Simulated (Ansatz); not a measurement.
# SiC (P6_3mc):Mo_Si, thermodynamic levels from a 108-atom cell

Aim: at which Fermi levels does Mo_Si in SiC (P6_3mc) change its charge? The model is a cell of 108 host atoms with 1 Si taken out and 1 Mo put in.

Program: Ansatz 0.2.0. Level of theory: place-levels on r2SCAN runs: charge-transition levels and formation energies with image-charge correction and potential alignment at the atomic sites; PAW set soft_1. Results are calculated unless marked as measured.

The experiments to compare with:

For SiC, 6H (bulk crystal, literature), “Charge spill-out and work function of few-layer graphene on SiC(0001)” (2018, arxiv:1806.04908) quotes earlier work: band gap (indirect gap, experimental literature value) 3.03 eV [Literature value cited in passing in the theory part; temperature and measurement method …].

## Step 1: Starting point

The cell holds 108 atoms: 53 Si, 54 C and 1 Mo. Cell: a = 9.236 Å, b = 9.236 Å, c = 15.108 Å, α = 90.0°, β = 90.0°, γ = 120.0°. It derives from SiC (space group P6_3mc). Nearest the centre at fractional (0.667, 0.667, 0.500): Mo101 at 0.00 Å, C71 at 1.89 Å, C107 at 1.89 Å, C59 at 1.89 Å, C104 at 1.89 Å, Si77 at 3.08 Å, Si53 at 3.08 Å, Si5 at 3.08 Å.

The host's dielectric constants go in as inputs: (7.09, 7.09, 7.35) for the electrons alone, (10.43, 10.43, 10.95) with the ions, computed on the host (DFPT, PBEsol, on the r2SCAN cell), and a cell off the functional's own equilibrium shifts the ionic part.

The cell's shortest repeat is 9.2 Å.

## Step 2: What was run first

Levels follow from differences of total energies between charge states, each relaxed by itself.

Each atom starts 0.05 Å or so off its site in a random direction: a symmetric start keeps its symmetry, and would miss off-centre moves and Jahn–Teller distortions. Forces are taken at one point at (¼, ¼, ¼). The cell holds 1 electron more than the neutral one, with a uniform background that keeps it neutral on the whole. The electron count is odd, so at least one spin is unpaired; this run locks the moment at 1 μB.

The sampling was tested on the host first: at the k-points planned (1x1x1 shifted 0.25 0.25 0.25) its energy lies -0.041 eV an atom from the dense-mesh value, a large miss, so this sampling is coarse for the host.

One of the inputs; charge, spin and start change from state to state.

qm1_M1.relax/input.yaml reads:

```yaml
crystal:
  lattice:
    - [9.23599493, 0.0, 0.0]
    - [-4.61799746, 7.99860624, 0.0]
    - [0.0, 0.0, 15.1078644]
  atoms:
    - { symbol: Si, position: [0.11111111, 0.22222222, 0.8329854] }
    - { symbol: Si, position: [0.22222222, 0.11111111, 0.3329854] }
[... 2 atom lines left out ...]
    - { symbol: Si, position: [0.0, 0.0, 0.49972248] }
[... 17 atom lines left out ...]
    - { symbol: C, position: [0.22222222, 0.44444444, 0.54152848] }
[... 5 atom lines left out ...]
    - { symbol: Si, position: [0.0, 0.66666667, 0.49972248] }
[... 20 atom lines left out ...]
    - { symbol: Si, position: [0.55555556, 0.44444444, 0.3329854] }
    - { symbol: Si, position: [0.55555556, 0.44444444, 0.66650102] }
[... 1 atom line left out ...]
    - { symbol: Si, position: [0.33333333, 0.33333333, 0.49972248] }
[... 5 atom lines left out ...]
    - { symbol: C, position: [0.55555556, 0.44444444, 0.54152848] }
[... 2 atom lines left out ...]
    - { symbol: Si, position: [0.55555556, 0.77777778, 0.3329854] }
    - { symbol: Si, position: [0.55555556, 0.77777778, 0.66650102] }
[... 1 atom line left out ...]
    - { symbol: Si, position: [0.33333333, 0.66666667, 0.49972248] }
[... 5 atom lines left out ...]
    - { symbol: C, position: [0.55555556, 0.77777778, 0.54152848] }
[... 5 atom lines left out ...]
    - { symbol: Si, position: [0.66666667, 0.0, 0.49972248] }
[... 5 atom lines left out ...]
    - { symbol: C, position: [0.88888889, 0.11111111, 0.54152848] }
[... 5 atom lines left out ...]
    - { symbol: Si, position: [0.66666667, 0.33333333, 0.49972248] }
[... 5 atom lines left out ...]
    - { symbol: C, position: [0.88888889, 0.44444444, 0.54152848] }
[... 2 atom lines left out ...]
    - { symbol: Si, position: [0.88888889, 0.77777778, 0.3329854] }
    - { symbol: Si, position: [0.88888889, 0.77777778, 0.66650102] }
[... 1 atom line left out ...]
    - { symbol: Mo, position: [0.66666667, 0.66666667, 0.49972248] }
[... 2 atom lines left out ...]
    - { symbol: C, position: [0.66666667, 0.66666667, 0.37436694] }
[... 2 atom lines left out ...]
    - { symbol: C, position: [0.88888889, 0.77777778, 0.54152848] }
    - { symbol: C, position: [0.77777778, 0.88888889, 0.04152848] }
  host:
    repeats: [3, 3, 1]
    atoms:
      - { symbol: Si, position: [0.33333333, 0.66666667, 0.8329854] }
      - { symbol: Si, position: [0.66666667, 0.33333333, 0.3329854] }
      # ... 10 more atoms of the perfect host
total_charge: -1
basis:
  ecutwfc: 500
  xc_grid: 2
hamiltonian:
  xc: r2scan
  pseudopotentials: { kind: paw, azcp: { folder: soft_1 } }
kpoints:
  mp_grid: { grid: [1, 1, 1], shift: [0.25, 0.25, 0.25] }
magnetization:
  spin_polarized: true
  initial_magnetization: 1
  spin_locking: { lock_magnetization: hard }
scf:
  occupations: { method: fixed }
  max_iter: 60
output:
  forces: true
  charged_corrections:
    epsilon: [7.09, 7.09, 7.35]
    static_epsilon: [10.43, 10.43, 10.95]
    defect_position: [0.666667, 0.666667, 0.499722]
relax:
  f_tol: 0.02
  max_steps: 80
  random_displacement: { amplitude: 0.05, seed: 4775 }
checkpoint:
  write: "../qm1_M1.relax.run"
  compress: false
  write_wavefunctions: true
  write_every: 100000
```

The run is started by

```
$ ansatz run input.yaml --threads 4 --pin off --max-ram 15073MiB --backend cpu --events-out ev --progress --plain --runs-dir out
```

The relaxed structure is kept and the sampling changed to a 2×2×2 shifted mesh.

The run of this state that the levels use, under r2SCAN:

qm1_M1.point/input.yaml reads:

```yaml
crystal:
  checkpoint: "../qm1_M1.relax.run"
  host: checkpoint
total_charge: -1
basis:
  ecutwfc: 500
  xc_grid: 2
hamiltonian:
  xc: r2scan
  pseudopotentials: { kind: paw, azcp: { folder: soft_1 } }
kpoints:
  mp_grid: { grid: [2, 2, 2], shift: [0.5, 0.5, 0.5] }
magnetization:
  spin_polarized: true
  initial_magnetization: 1
  spin_locking: { lock_magnetization: hard }
scf:
  occupations: { method: fermi_dirac, width: 0.01 }
  max_iter: 60
output:
  forces: true
  eigenvalues: true
  charged_corrections:
    epsilon: [7.09, 7.09, 7.35]
    static_epsilon: [10.43, 10.43, 10.95]
    defect_position: [0.666667, 0.666667, 0.499722]
  eigenstates: { localisation: true }
  populations: true
  efg: {}
checkpoint:
  read: "../qm1_M1.relax.run"
  write: "../qm1_M1.point.run"
  compress: false
  write_wavefunctions: false
  write_every: 100000
```

Relaxations under r2SCAN at one point at (¼, ¼, ¼); times on 4 threads of Arm Neoverse V1, shared host:

| charge | moment (μB) | occupations | outcome | steps | largest displacement against the far atoms (Å) | time |
| --- | --- | --- | --- | --- | --- | --- |
| −1 | 1 | fixed | converged | 6 | 0.17 | 8 min |
| 0 | 0 | fixed | converged | 9 | 0.18 | 5.8 min |
| 0 | 2 | fixed | converged | 6 | 0.16 | 7.7 min |
| +1 | 1 | fixed | converged | 7 | 0.12 | 10 min |

Single points under r2SCAN at a 2×2×2 shifted mesh; times on 4 threads of Arm Neoverse V1, shared host:

```csv
charge,moment (μB),occupations,outcome,time
−1,1,fermi-dirac,converged,8.6 min
0,0,fermi-dirac,converged,4.2 min
0,2,fermi-dirac,converged,8.8 min
+1,1,fermi-dirac,converged,11 min
```

Distances (Å) from Mo101 to the nearest atoms after relaxation with r2SCAN:

| charge | moment (μB) | 1. | 2. | 3. | 4. | 5. | 6. |
| --- | --- | --- | --- | --- | --- | --- | --- |
| −1 | 1 | C 2.02 | C 2.04 | C 2.04 | C 2.05 | Si 3.08 | Si 3.08 |
| 0 | 0 | C 2.01 | C 2.01 | C 2.01 | C 2.01 | Si 3.06 | Si 3.06 |
| 0 | 2 | C 2.02 | C 2.03 | C 2.03 | C 2.03 | Si 3.09 | Si 3.09 |
| +1 | 1 | C 1.98 | C 1.98 | C 1.99 | C 1.99 | Si 3.10 | Si 3.10 |

## Step 3: Levels against the band edges, r2SCAN

A charged cell interacts with its images and the background, and its potential has another zero than the host's. place-levels removes the first by a point-charge model, screened by the static dielectric constant since the ions have relaxed around the charge, and the second by comparing potentials at atoms far from the defect.

The host is a run of the defect-free crystal in the same cutoffs, grids and k-points, so that basis and sampling errors cancel in part in the differences. The host is run in a cell of 12 atoms on a matching mesh. Its band edges are searched through the zone by a band path, so the gap is smaller than, or equal to, that on the mesh. Chemical potentials are energies per atom of Si (diamond) and Mo (bcc), run with the same functional and cutoff.

levels.point.yaml reads:

```yaml
host:
  run: host.point.run
states: [qm1_M1.point.run, q0.point.run, q0_M2.point.run, qp1_M1.point.run]
geometry_from:
  qm1_M1.point.run: qm1_M1.relax.run
  q0.point.run: q0.relax.run
  q0_M2.point.run: q0_M2.relax.run
  qp1_M1.point.run: qp1_M1.relax.run
  host.point.run: host.relax.run
chemical_potentials:
  Si:
    energy: -639.06578
    dataset: <sha256 of the dataset>
  Mo:
    energy: -4967.627126
    dataset: "<sha256 of the dataset>"
epsilon: [7.09, 7.09, 7.35]
static_epsilon: [10.43, 10.43, 10.95]
vertical:
  - { from: qm1_M1.point.run, to: qm1_M1.point_neutral.run }
  - { from: qp1_M1.point.run, to: qp1_M1.point_neutral.run }
```

The run is started by

```
$ ansatz place-levels levels.point.yaml -- --threads 4 --pin off --max-ram 15073MiB
```

Numbers of over 12 decimals in the logs are rounded to 6 here.

The program printed:

```text
[... repeated set-up lines and file paths are left out, and long positions are rounded to six places ...]
(+1/0) 0.889 eV above the valence edge, 1.479 eV under the conduction edge
(0/-1) 2.420 eV above the valence edge (+2.607 eV without the band-filling correction), in the conduction band
formation energy of charge +1: +3.067 eV with the Fermi level at the valence edge
formation energy of charge 0: +3.956 eV with the Fermi level at the valence edge
formation energy of charge -1: +6.375 eV with the Fermi level at the valence edge
vertical -1 to 0: no energy, since no alignment is typed
  the change from vertical[0].from (qm1_M1.point.run) to vertical[0].to (qm1_M1.point_neutral.run): by its potential at epsilon [7.09, 7.09, 7.35] it stands at 0.628 0.704 0.572, with an rms radius of about 3.9 Å (2.0 2.0 2.6 Å across the planes of the cell's [...]
vertical +1 to 0: no energy, since no alignment is typed
  the change from vertical[1].from (qp1_M1.point.run) to vertical[1].to (qp1_M1.point_neutral.run): by its potential at epsilon [7.09, 7.09, 7.35] it stands at 0.633 0.699 0.499, with an rms radius of about 2.2 Å (1.3 1.3 1.1 Å across the planes of the cell's [...]
  edges by r2scan, gap 2.368 eV; the host is sampled to repeats of 18.47 Å
  the defect's cells are sampled to repeats of 18.47 Å, like sampling
  charge +1: -52466.8616 eV with its correction of +0.325 eV, at epsilon [10.43, 10.43, 10.95], aligned at sites: +0.1583 eV, mean over 73 atomic sites at or beyond 4.62 Å from the host's site at [0.6663, 0.6671, 0.4997] by the defect at [0.6667, 0.6667, [...]
  charge 0: +0.000 eV for its dipole among its images, +0.000 omitted
  charge -1: -52444.4969 eV with its correction of -0.046 eV, at epsilon [10.43, 10.43, 10.95], aligned at sites: +0.2128 eV, mean over 73 atomic sites at or beyond 4.62 Å from the host's site at [0.6663, 0.6671, 0.4997] by the defect at [0.6667, 0.6667, [...]
  states[0] (qm1_M1.point.run): levels filled in part (TS 0.002 eV): its energy is of no whole electron's
  charge 0: states[1] (q0.point.run) stands 0.825 eV higher, with a moment of 0.00 μB against 2.00
  states[1] (q0.point.run): levels filled in part (TS 0.011 eV): its energy is of no whole electron's
  of states[3] (qp1_M1.point.run): stability_check_not_made
  of states[2] (q0_M2.point.run): stability_check_not_made
  of states[0] (qm1_M1.point.run): it parts from the run at its places by a charge that spreads by about 2 Å along one vector (1.4 Å or more is wide), by its potential at epsilon [7.09, 7.09, 7.35], taken for that of held ions (one typed too small widens it), [...]
  vertical[0].from (qm1_M1.point.run): levels filled in part (TS 0.002 eV): its energy is of no whole electron's
  of vertical[0].from (qm1_M1.point.run): its moments are held at its close (magnetization.spin_locking), by a field of 0.020 eV a Bohr magneton, and its energy and levels are of the state that this holds: a run that lets them go can end lower; [...]
  vertical[0].to (qm1_M1.point_neutral.run): levels filled in part (TS 0.012 eV): its energy is of no whole electron's
  of vertical[1].from (qp1_M1.point.run): stability_check_not_made
  vertical[1].to (qp1_M1.point_neutral.run): levels filled in part (TS 0.010 eV): its energy is of no whole electron's
```

Wall time 0.57 s (4 threads of Arm Neoverse V1, shared host).

Levels between the charges placed, in eV above the valence top:

```csv
,gap (eV),(+1/0),(0/−1)
r2SCAN,2.37,0.89,2.42
```

Corrections by state:

```csv
charge,moment (μB),image terms and alignment (eV),band filling (eV),ε used,"over the lowest of its charge, as the program ranks them, band filling apart (eV)"
+1,1.0,0.325,-,"principal values (10.43, 10.43, 10.95)",0.000
0,2.0,0.000,-,-,0.000
−1,1.0,-0.046,-0.188,"principal values (10.43, 10.43, 10.95)",0.000
0,0.0,0.000,-,-,0.825
```

The charged structures listed were also run neutral, and place-levels reads from each pair, by the potential or the spins, how wide the charge is by which they differ; that can be the carrier of either run.

```csv
charge,rms radius (Å),spread where it is widest against the cell (Å),wide from (Å),reading
+1,2.2,1.34,1.39,narrow
−1,3.9,2.01,1.39,wide
```

The neutral runs of these pairs need not share the spin of the lowest neutral state, and very wide values only mean spread over the cell.

From the program's caveats on the states, each cut to its opening words:

- charge +1 (1 μB), 0 (2 μB), −1 (1 μB): flagged: stability check not made
- charge −1 (1 μB): it parts from the run at its places by a charge that spreads by about 2 Å along one vector (1.4 Å or more is wide), by its potential at epsilon [7.09, 7.09, [...]
- charge −1 (1 μB): a band-filling correction moves a carrier to the host's band edge, which changes its energy by -0.188 eV
- charge −1 (1 μB): the host's ions (past the first shell or, of a walk that freed a part, those that it held) aren't shown at rest: they stand up to 0.031 Å off their sites, 0.99 [...]
- charge −1 (1 μB): its moments are held at its close (magnetization.spin_locking), by a field of 0.020 eV a Bohr magneton, and its energy and levels are of the state that this [...]

Chemical potentials of the elements' reference phases, run alike. Formation energy by charge state (elemental references; gap 2.37 eV):

| charge | at valence top (eV) | at conduction bottom (eV) | correction included (eV) |
| --- | --- | --- | --- |
| +1 | 3.07 | 5.44 | 0.32 |
| 0 | 3.96 | 3.96 | 0.00 |
| −1 | 6.38 | 4.01 | -0.23 |

(Fermi level (eV), lowest formation energy (eV)): (0.00, 3.07), (0.22, 3.28), (0.43, 3.50), (0.65, 3.71), (0.86, 3.93), (1.08, 3.96), (1.29, 3.96), (1.51, 3.96), (1.72, 3.96), (1.94, 3.96), (2.15, 3.96), (2.37, 3.96)

## Step 4: The same at the relaxations' own k-points

The relaxations' own energies give the levels at their sampling, for comparison.

levels.relax_mesh.yaml reads:

```yaml
host:
  run: host.relax.run
states: [qm1_M1.relax.run, q0.relax.run, q0_M2.relax.run, qp1_M1.relax.run]
chemical_potentials:
  Si:
    energy: -639.06578
    dataset: <sha256 of the dataset>
  Mo:
    energy: -4967.627126
    dataset: "<sha256 of the dataset>"
```

The run is started by

```
$ ansatz place-levels levels.relax_mesh.yaml -- --threads 4 --pin off --max-ram 15073MiB
```

The program printed:

```text
(+1/0) 1.034 eV above the valence edge, 1.344 eV under the conduction edge
[...]
formation energy of charge +1: +3.362 eV with the Fermi level at the valence edge
formation energy of charge 0: +4.396 eV with the Fermi level at the valence edge
formation energy of charge -1: +6.831 eV with the Fermi level at the valence edge
  edges by r2scan, gap 2.378 eV; the host is sampled to repeats of 16.00 Å
[... the lines on each state left out ...]
```

The job ended after 0.19 s (4 threads).

Levels between neighbouring charges, in eV above the valence top:

```csv
,gap (eV),(+1/0),(0/−1)
"one point at (¼, ¼, ¼)",2.38,1.03,2.44
a 2×2×2 shifted mesh,2.37,0.89,2.42
```

Going from one point at (¼, ¼, ¼) to a 2×2×2 shifted mesh moves the levels that carry no band-filling term by up to 0.14 eV and formation energies against the elements by up to 0.46 eV; band-filling terms, which differ between samplings, are in these energies.

## Step 5: Results

- gap of the host: 2.37 eV (r2SCAN)
- level (plus 1/0): 0.89 eV above the valence top
- level (0/minus 1): 2.42 eV above the valence top, past the conduction bottom (2.61 eV above the valence top without the band-filling term)
- lowest of the charges placed, just above the valence top (0.02 eV): +1
- lowest of the charges placed, just below the conduction bottom (0.02 eV): 0
- lowest formation energy at mid-gap of the charges run, elemental references: 3.96 eV

**Reading.** Of the charges placed (−1, 0 and +1), the lowest changes at 0.89 eV (+1/0) above the valence top, in a gap of 2.37 eV. Charges above +1 were not placed, so these runs say nothing of levels that involve them. States placed: +1 at 1 μB; 0 at 2 μB and 0 μB; −1 at 1 μB. Other spin states or structures, where not listed, weren't placed. The program finds carriers beyond a band edge of the host and adds a band-filling term at charge −1 (-0.19 eV); steps to such a charge show no bound level, and a defect level inside a band would be read the same way. Mo is taken at its element; compounds, which aren't counted here, bound the chemical potentials and would shift these formation energies. Going from one point at (¼, ¼, ¼) to a 2×2×2 shifted mesh moves the levels that carry no band-filling term by up to 0.14 eV and formation energies against the elements by up to 0.46 eV; band-filling terms, which differ between samplings, are in these energies. Limits: r2SCAN makes the gap too small and tends to spread out bound carriers; force components of up to 0.46 eV/Å remain in a run at the final settings.

Calculation against experiment:

| quantity | measured | r2SCAN |
| --- | --- | --- |
| band gap (least gap of the host) (eV) | 3.03 | 2.37 (-0.66 eV) |

Measured values from arxiv:1806.04908 (2018).

Verdict: The band gap is off by -0.66 eV: a clear miss. Local and semilocal functionals usually give gaps below the measured ones. Zero-point and thermal motion shift the measured gap.

[Logs are printed without paths, hosts, clocks, repeated set-up lines and the standing remarks that a program may print on its own settings, such as how far it seeks lower states.]

[Hosts, paths, dates, database ids (printed as entryN), source tags and the programs' standing remarks are cut or masked in the printed files.]

[Where a table of states has a column of steps, it counts the stored structures, which are thinned; the runs took as many ionic steps or more.]

[A defect's name tells the site on which it was built; relaxed atoms can leave that site.]

[For some hosts the program warned that the k-mesh of the response run may be too coarse for force constants and the static dielectric constant; such warnings are not shown here.]
